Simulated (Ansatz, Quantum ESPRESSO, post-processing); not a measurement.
# Screening and band shifts of antimonene, 1 layer, part 5 of 6

Wanted: polarisability and gap of antimonene, 1 layer against a perpendicular field.

Quantum ESPRESSO 7.5; plane-wave DFT, PBE, GBRV ultrasoft pseudopotentials; geometry and cross-check by Ansatz 0.2.0 with PAW datasets.

So far. Step 11 (SCF with pw.x: field 0.3 V/Å): The dipole goes from -0.0000 to 0.1106 e Å, 0.3685 e Å per V/Å. Step 12 (Electrostatic potential): The slope in the vacuum is 0.300 eV/Å for an applied 0.30 V/Å, as it should be.

## 13. Bands along a path: field 0.3 V/Å

File f3.bands.in:

```
&control
  prefix = 'f3.bands'
  outdir = './out'
  pseudo_dir = './pseudo'
  calculation = 'bands'
  tefield = .true.
  dipfield = .true.
/
&system
  ibrav = 0
  nat = 2
  ntyp = 1
  ecutwfc = 40
  ecutrho = 200
  occupations = 'smearing'
  smearing = 'fd'
  degauss = 0.004
  edir = 3
  emaxpos = 0.97
  eopreg = 0.04
  eamp = 0.00583407
  nbnd = 21
/
&electrons
  conv_thr = 1e-07
  mixing_beta = 0.4
  electron_maxstep = 120
  mixing_mode = 'local-TF'
/
ATOMIC_SPECIES
  Sb  121.7600  sb_pbe_v1.4.uspp.F.UPF
CELL_PARAMETERS angstrom
  4.12232118356679 0.00000000000000 0.00000000000000
  -2.06116059178340 3.57003486752758 0.00000000000000
  0.00000000000000 0.00000000000000 18.65000000000000
ATOMIC_POSITIONS crystal
  Sb  0.666666666667 0.333333333333 0.456186911757
  Sb  0.333333333333 0.666666666667 0.543813088243
K_POINTS crystal_b
4
  0.0000000000 0.0000000000 0.0000000000 14
  0.5000000000 0.0000000000 0.0000000000 14
  0.3333333333 0.3333333333 0.0000000000 14
  0.0000000000 0.0000000000 0.0000000000 1
```

The run is started by

```bash
$ cp -r out/f3.save out/f3.bands.save
$ cp out/f3.xml out/f3.bands.xml
$ OMP_NUM_THREADS=1 mpirun -n 4 pw.x -nk 4 -in f3.bands.in > f3.bands.out
```

Numbers of over 12 decimals in the logs are rounded to 6 here.

The program printed:

```text
[banner, memory and clock lines left out]
Program PWSCF v.7.5 starts
[citation notice left out]

[...]
bravais-lattice index     =            0
     lattice parameter (alat)  =       7.7901  a.u.
     unit-cell volume          =    1852.2079 (a.u.)^3
     number of atoms/cell      =            2
     number of atomic types    =            1
     number of electrons       =        30.00
     number of Kohn-Sham states=           21
     kinetic-energy cutoff     =      40.0000  Ry
     charge density cutoff     =     200.0000  Ry
     Exchange-correlation=  SLA  PW   PBX  PBC
                           (   1   4   3   4   0   0   0)

[...]
PseudoPot. # 1 for Sb read from file:
     ./pseudo/sb_pbe_v1.4.uspp.F.UPF
     Pseudo is Ultrasoft + core correction, Zval = 15.0
     Generated by new atomic code, or converted to UPF format
     Using radial grid of  891 points,  6 beta functions with:
                l(1) =   0
                l(2) =   0
                l(3) =   1
                l(4) =   1
                l(5) =   2
                l(6) =   2
     Q(r) pseudized with  8 coefficients,  rinner =    1.350   1.350   1.350
                                                       1.350   1.350

     atomic species   valence    mass     pseudopotential
     Sb               15.00   121.76000     Sb( 1.00)

     No symmetry found

[...]
number of k points=    43  Fermi-Dirac smearing, width (Ry)=  0.0040
[...]
Dense  grid:    88569 G-vectors     FFT dimensions: (  36,  36, 160)

     Smooth grid:    63405 G-vectors     FFT dimensions: (  32,  32, 144)

     The potential is recalculated from file :
     ./out/f3.bands.save/charge-density

     negative rho (up, down):  2.948E-04 0.000E+00

     Adding external electric field

     Computed dipole along edir(3) :
        Dipole                0.2089 Ry au,          0.5310 Debye
        Dipole field          0.0014 Ry au,

        E field amplitude [Ha a.u.]:  5.8341E-03
        Potential amp.        0.2989 Ry
        Total length         33.8337 bohr

     Starting wfcs are   18 randomized atomic wfcs +    3 random wfcs

     Band Structure Calculation
     Davidson diagonalization with overlap

     ethr =  3.33E-10,  avg # of iterations = 34.1

     End of band structure calculation

          k = 0.0000 0.0000 0.0000 (  7925 PWs)   bands (ev):

   -30.2172 -30.2172 -30.1466 -30.1466 -30.1018 -30.0399 -30.0399 -30.0035
   -29.9600 -29.9600 -12.9006  -7.9430  -2.2251  -1.6554  -1.6554  -0.0779
     1.1436   1.1436   1.7604   2.7960   3.5140

          k = 0.0357 0.0206 0.0000 (  7923 PWs)   bands (ev):

   -30.2171 -30.2166 -30.1465 -30.1461 -30.1016 -30.0402 -30.0399 -30.0036
   -29.9608 -29.9601 -12.8870  -7.9423  -2.2194  -1.8306  -1.6887   0.0745
     1.1038   1.1765   1.7778   2.8134   3.5307

[...]
```

Wall time 13 s (4 MPI ranks of Arm Neoverse V2, shared host); peak memory 0.34 GiB; 53 s of CPU time.

This step gave:

| Item | Value |
| --- | --- |
| conduction bottom, on the run's zero | -0.3558 eV |
| gap by band count | 1.300 eV |

Band numbers count within the set of bands kept for display. The electronic bands at the labelled points (eV, zero at the highest filled level of the SCF mesh; v1 is the highest filled band, c1 the lowest empty one):

| point | v4 | v3 | v2 | v1 | c1 | c2 | c3 | c4 |
| --- | --- | --- | --- | --- | --- | --- | --- | --- |
| Γ | -6.29 | -0.57 | 0.00 | 0.00 | 1.58 | 2.80 | 2.80 | 3.42 |
| halfway | -6.48 | -2.59 | -0.94 | -0.52 | 1.38 | 3.46 | 3.51 | 4.16 |
| M | -7.76 | -2.92 | -1.54 | -1.44 | 1.66 | 2.48 | 3.57 | 5.10 |
| halfway | -7.89 | -3.09 | -2.07 | -1.44 | 2.08 | 2.95 | 3.30 | 5.52 |
| K | -8.45 | -3.48 | -1.79 | -1.76 | 1.55 | 3.61 | 3.61 | 6.58 |
| halfway | -6.61 | -2.60 | -1.83 | -0.50 | 2.21 | 2.75 | 3.76 | 4.40 |
| Γ | -6.29 | -0.57 | 0.00 | 0.00 | 1.58 | 2.80 | 2.80 | 3.42 |

The electronic bands as a text plot (rows in eV, shown from -8.0 to 5.2 only):

```
    4.9 |+    ++++++   +++++++++                 +++  +++++++   +
    4.3 |+++++     ++++                             ++++     ++++
    3.8 |    ++++++ +++++++++++       +++++++++++++++++++++++
    3.2 |++++++++++++++        +++++++++  ++++           ++++++++
    2.7 |+++++         +++++++++ +++          +++++++++++++++++++
    2.2 |  +++++                +++++         ++++++++++++++++
    1.6 |++     ++++   +++++++++     +++++++++                +++
    1.1 |           +++
    0.5 |
    0.0 |*****                                               ****
   -0.6 |**************                          ****************
   -1.1 |    *     **********               *****       *  **
   -1.7 |     ***       ********************        **** **
   -2.2 |        **               *****   *****    *  ***
   -2.8 |          ****************            *******
   -3.3 |                          ************
   -3.9 |
   -4.4 |
   -5.0 |
   -5.5 |
   -6.1 |********                                        ********
   -6.6 |        ******                            ******
   -7.2 |              ***                     ****
   -7.7 |                 ************      ***
         Γ                   M           K                      Γ
```

Upper empty bands that drop with the field can be states of the vacuum, held by the sawtooth; they depend on the cell's width.

Along this path the valence top lies at Γ and the conduction bottom between Γ and M.

## 14. Valence density

plot_num = 0 writes the valence density.

File f0.rho.in:

```
&inputpp
  prefix = 'f0'
  outdir = './out'
  filplot = 'f0.rho.dat'
  plot_num = 0
/
```

The run is started by

```bash
$ OMP_NUM_THREADS=1 mpirun -n 4 pp.x -in f0.rho.in > f0.rho.out
```

The program printed:

```text
[banner, memory and clock lines left out]
Program POST-PROC v.7.5 starts

          URL

     ./out/f0.save/

     IMPORTANT: XC functional enforced from input :
     Exchange-correlation= PBE
                           (   1   4   3   4   0   0   0)
     Any further DFT definition will be discarded
     Please, verify this is what you really want

     negative rho (up, down):  2.988E-04 0.000E+00

     Adding external electric field

     Computed dipole along edir(3) :
        Dipole               -0.0000 Ry au,         -0.0000 Debye
        Dipole field         -0.0000 Ry au,

        Potential amp.        0.0000 Ry
        Total length         33.8337 bohr

     Calling punch_plot, plot_num =   0
     Writing data to file  f0.rho.dat
     Message from routine chdens:
     namelist plot not found or invalid, exiting
```

Wall time 0.83 s (4 MPI ranks); peak memory 0.11 GiB.

Numbers from this step:

* electrons by integration: 30.00 e

Mean over planes. Valence density, planar mean against z:

| z (Å) | valence density, planar mean (e/Å³) |
| --- | --- |
| 4 | 1.4e-5 |
| 5 | 1.8e-4 |
| 6 | 0.00238 |
| 7 | 0.0311 |
| 8 | 0.391 |
| 9 | 0.483 |
| 10 | 0.916 |
| 11 | 0.144 |
| 12 | 0.0128 |
| 13 | 9.6e-4 |
| 14 | 7.4e-5 |

Valence density in the ca plane at fractional y = 0.333, with atoms of Sb within 0.2 Å of it. It is the smooth field of the valence electrons, not physical close to the nuclei.

Values in units of 1e0 e/Å³, 5 rows by 16 columns, each cell a mean:
```
0.0 0.0 0.0 0.0 0.0 0.0 0.3 1.3 0.2 0.1 0.0 0.0 0.0 0.0 0.0 0.0
0.0 0.0 0.0 0.0 0.0 0.0 1.1 8.5 0.4 0.0 0.0 0.0 0.0 0.0 0.0 0.0
0.0 0.0 0.0 0.0 0.0 0.0 0.3 1.7 0.2 0.0 0.0 0.0 0.0 0.0 0.0 0.0
0.0 0.0 0.0 0.0 0.0 0.0 0.0 0.1 0.2 0.1 0.0 0.0 0.0 0.0 0.0 0.0
0.0 0.0 0.0 0.0 0.0 0.0 0.0 0.1 0.2 0.1 0.0 0.0 0.0 0.0 0.0 0.0
```
Columns run along c (18.6 Å), rows up along a (4.1 Å). Atoms in or near the plane, at fractional coordinates: Sb at (0.46, 0.67).

The density integrates to 30.000 electrons, as the 30 of the input ask.

## 15. Density by pp.x

File f2.rho.in:

```
&inputpp
  prefix = 'f2'
  outdir = './out'
  filplot = 'f2.rho.dat'
  plot_num = 0
/
```

The run is started by

```bash
$ OMP_NUM_THREADS=1 mpirun -n 4 pp.x -in f2.rho.in > f2.rho.out
```

The job ended after 0.83 s (4 MPI ranks; peak memory 0.11 GiB).

## 16. Charge moved by a field of 0.2 V/Å

This step gave:

| Property | Result |
| --- | --- |
| largest charge moved across a plane | 0.001156 e/Å² |
| dipole step | -0.9050 eV |

The planar mean by z:

| z (Å) | planar mean (e/Å³) |
| --- | --- |
| 1 | 1.8e-8 |
| 2 | 1.2e-7 |
| 3 | 8.2e-7 |
| 4 | 5.6e-6 |
| 5 | 3.4e-5 |
| 6 | 1.8e-4 |
| 7 | 5.9e-4 |
| 8 | 2.4e-4 |
| 9 | 8.0e-5 |
| 10 | -1.6e-4 |
| 11 | -4.9e-4 |
| 12 | -4.2e-4 |
| 13 | -9.2e-5 |
| 14 | -1.4e-5 |
| 15 | -1.8e-6 |
| 16 | -2.2e-7 |
| 17 | -2.5e-8 |

The running integral, electrons below z by z:

| z (Å) | running integral, electrons below z (e/Å²) |
| --- | --- |
| 2.0 | 6.9e-8 |
| 2.5 | 1.8e-7 |
| 3.0 | 4.8e-7 |
| 3.5 | 1.2e-6 |
| 4.0 | 3.2e-6 |
| 4.5 | 8.4e-6 |
| 5.0 | 2.1e-5 |
| 5.5 | 5.1e-5 |
| 6.0 | 1.2e-4 |
| 6.5 | 2.6e-4 |
| 7.0 | 5.1e-4 |
| 7.5 | 8.2e-4 |
| 8.0 | 9.9e-4 |
| 8.5 | 0.00108 |
| 9.0 | 0.00115 |
| 9.5 | 0.00115 |
| 10.0 | 0.00108 |
| 10.5 | 9.9e-4 |
| 11.0 | 8.2e-4 |
| 11.5 | 5.1e-4 |
| 12.0 | 2.5e-4 |
| 12.5 | 1.1e-4 |
| 13.0 | 4.4e-5 |
| 13.5 | 1.7e-5 |
| 14.0 | 6.2e-6 |
| 14.5 | 2.2e-6 |
| 15.0 | 7.6e-7 |
| 15.5 | 2.6e-7 |
| 16.0 | 8.8e-8 |

## 17. Polarisability from the dipole between 0 and 0.1 V/A

Read from the output:

* change of slope in the vacuum: 0.09997 eV/Å
* polarisability a cell: 5.296 Å³
* sheet polarisability 4πα/A: 4.522 Å

The change of the potential energy, second field less first by z:

| z (Å) | change of the potential energy, second field less first (eV) |
| --- | --- |
| 0 | -0.352 |
| 1 | -0.605 |
| 2 | -0.505 |
| 3 | -0.405 |
| 4 | -0.305 |
| 5 | -0.206 |
| 6 | -0.110 |
| 7 | -0.0332 |
| 8 | -0.00196 |
| 9 | 0.00133 |
| 10 | -0.00178 |
| 11 | 0.00804 |
| 12 | 0.0576 |
| 13 | 0.145 |
| 14 | 0.243 |
| 15 | 0.343 |
| 16 | 0.443 |
| 17 | 0.543 |
| 18 | 0.643 |

## 18. Dipole against field

Table of dipole along the normal, dipole moment by applied field:

| applied field (V/Å) | dipole along the normal, dipole moment (e·Å) |
| --- | --- |
| 0.000 | 0 |
| 0.100 | 0.0368 |
| 0.200 | 0.0736 |
| 0.300 | 0.111 |

## 19. Cross-check with Ansatz: field 0.1 V/Å

As a check, the same structure is run in Ansatz.

Level of this step: plane-wave DFT, PBE, Ansatz PAW (Ansatz 0.2.0).

File input.yaml:

```yaml
crystal:
  lattice:
    - [4.1223211836, 0.0, 0.0]
    - [-2.0611605918, 3.5700348675, 0.0]
    - [0.0, 0.0, 18.65]
  atoms:
    - { symbol: Sb, position: [0.6666666667, 0.3333333333, 0.4561869118] }
    - { symbol: Sb, position: [0.3333333333, 0.6666666667, 0.5438130882] }
kpoints:
  mp_grid: { grid: [12, 12, 1] }
hamiltonian:
  xc: pbe
scf:
  occupations: { method: fermi_dirac, width: 0.054 }
  convergence: { dr2_threshold: 1.0e-09 }
efield:
  axis: 3
  dipole_correction: true
  ramp_position: 0.97
  ramp_width: 0.04
  amplitude: 0.1
output:
  write_potential: true
  write_density: true
  volumetric_format: npy
```

The run is started by

```bash
$ ansatz run input.yaml --threads 4 --pin off --max-ram 8192MiB --backend cpu --events-out ev --progress --plain --runs-dir out
```

The program printed:

```text
[...]
Crystal: 2 atoms, lattice volume = 274.469 Å³
Basis set: ecut = 420 eV, 5283 PW (Γ)
Bands: 19, of which v1, the nominal top of the filled ones, is band 15 counted from 1 (14 counted from 0)
Symmetry: 6 space group operations
k-points: 19 of 144 (time reversal used)
[...]
SCF iter   9: F=-12968.824897 eV  HF=-12968.824897 eV  |F-HF|=2.84e-10  |Δ(HF+E_count)|=   1.57e-8  Δρ=4.15e-7  dr2=5.08e-10  ethr=3.33e-12  p=0.037 e·Å  D=2.43e-2 V/Å  ΔV_dip=-0.45 eV  dr2_dipole=3.19e-12  V_vac-E_F(+/−)=4.81/3.54 eV  ⟨swp⟩=3.1  Hψ=1401  notcnv=0
SCF 1 converged in 9 iterations: F = -12968.824897 eV  dr2 = 5.08e-10
[...]
SCF converged after 9 iterations
Free energy (F): -12968.824897 eV
[...]
Internal energy: -12968.824896 eV  (E = F + TS)
E sigma→0 (E₀):  -12968.824896 eV
Entropy (-TS):   -0.000000 eV (-0.000 meV/atom)
Fermi energy:    -1.080505 eV
Dipole field:    D = 0.024261 V/Å  (p = 0.036800 e·Å, saw-weighted, corrected)
Work function:   not extracted (applied field tilts the vacuum); planar V_es + V_field profile in the machine report
[...]
--- Band table (eV; the first three rows and the last of 19) ---
  k-point 0: bands = [... 11 lower, -7.9943, -2.2776, -1.7016, -1.7016, -0.1164, 1.0918, 1.0918, 2.4646]
  k-point 1: bands = [... 11 lower, -7.9924, -2.4164, -2.2467, -1.8694, 0.3770, 0.9998, 1.2546, 2.5598]
  k-point 2: bands = [... 11 lower, -8.0203, -3.4710, -2.2429, -2.1892, 0.0891, 1.5721, 1.5858, 2.8098]
  k-point 18: bands = [... 11 lower, -10.1504, -5.1834, -3.4834, -3.4742, -0.1641, 1.9066, 1.9069, 4.9392]
```

The job ended after 2.7 s (4 threads; peak memory 0.49 GiB).

This step gave:

```
free energy             : -12968.8249 eV
Fermi energy            : -1.081 eV
gap by band count       : 1.309 eV
dipole along the normal : 0.03680 e·Å
```

At 0.1 V/Å Ansatz's dipole is 0.0368 e Å against 0.0368 from pw.x.

## 20. The same in Ansatz: field -0.1 V/Å

input.yaml is the input of step 19 with these lines changed:

```diff
@@ -20,3 +20,3 @@
   ramp_width: 0.04
-  amplitude: 0.1
+  amplitude: -0.1
 output:
```

The program printed:

```text
[...]
Crystal: 2 atoms, lattice volume = 274.469 Å³
Basis set: ecut = 420 eV, 5283 PW (Γ)
Bands: 19, of which v1, the nominal top of the filled ones, is band 15 counted from 1 (14 counted from 0)
Symmetry: 6 space group operations
k-points: 19 of 144 (time reversal used)
[...]
--- Band table (eV; the first three rows and the last of 19) ---
  k-point 0: bands = [... 11 lower, -8.0225, -2.3058, -1.7298, -1.7298, -0.1446, 1.0636, 1.0636, 2.4442]
  k-point 1: bands = [... 11 lower, -8.0206, -2.4447, -2.2749, -1.8976, 0.3487, 0.9715, 1.2263, 2.5398]
  k-point 2: bands = [... 11 lower, -8.0485, -3.4993, -2.2711, -2.2174, 0.0609, 1.5438, 1.5576, 2.7897]
  k-point 18: bands = [... 11 lower, -10.1786, -5.2117, -3.5117, -3.5024, -0.1923, 1.8784, 1.8787, 4.9111]
[key lines of the parts left out:]
SCF converged after 9 iterations
Free energy (F): -12968.824897 eV
Fermi energy:    -1.108754 eV
Dipole field:    D = -0.024261 V/Å  (p = -0.036799 e·Å, saw-weighted, corrected)
```

Run time: 2.7 s. Hardware: 4 threads; peak memory 0.49 GiB.

Numbers from this step:

| Property | Result |
| --- | --- |
| Fermi energy | -1.109 eV |
| dipole along the normal | -0.03680 e·Å |

## 21. Dipole against field, Ansatz

The dipole along the normal, dipole moment by applied field:

| applied field (V/Å) | dipole along the normal, dipole moment (e·Å) |
| --- | --- |
| -0.1000 | -0.0368 |
| 0.0000 | -2.4e-6 |
| 0.1000 | 0.0368 |

(Continued in part 6 of 6.)

[Logs are printed without paths, hosts, clocks, repeated set-up lines and the standing remarks that a program may print on its own settings, such as how far it seeks lower states.]

[Hosts, paths, dates, database ids (printed as entryN), source tags and the programs' standing remarks are cut or masked in the printed files.]

[Maps of the electrostatic potential energy from Ansatz leave out the sawtooth potential of an applied field or a dipole correction, so their vacuum need not be flat; planar profiles and work functions include it.]
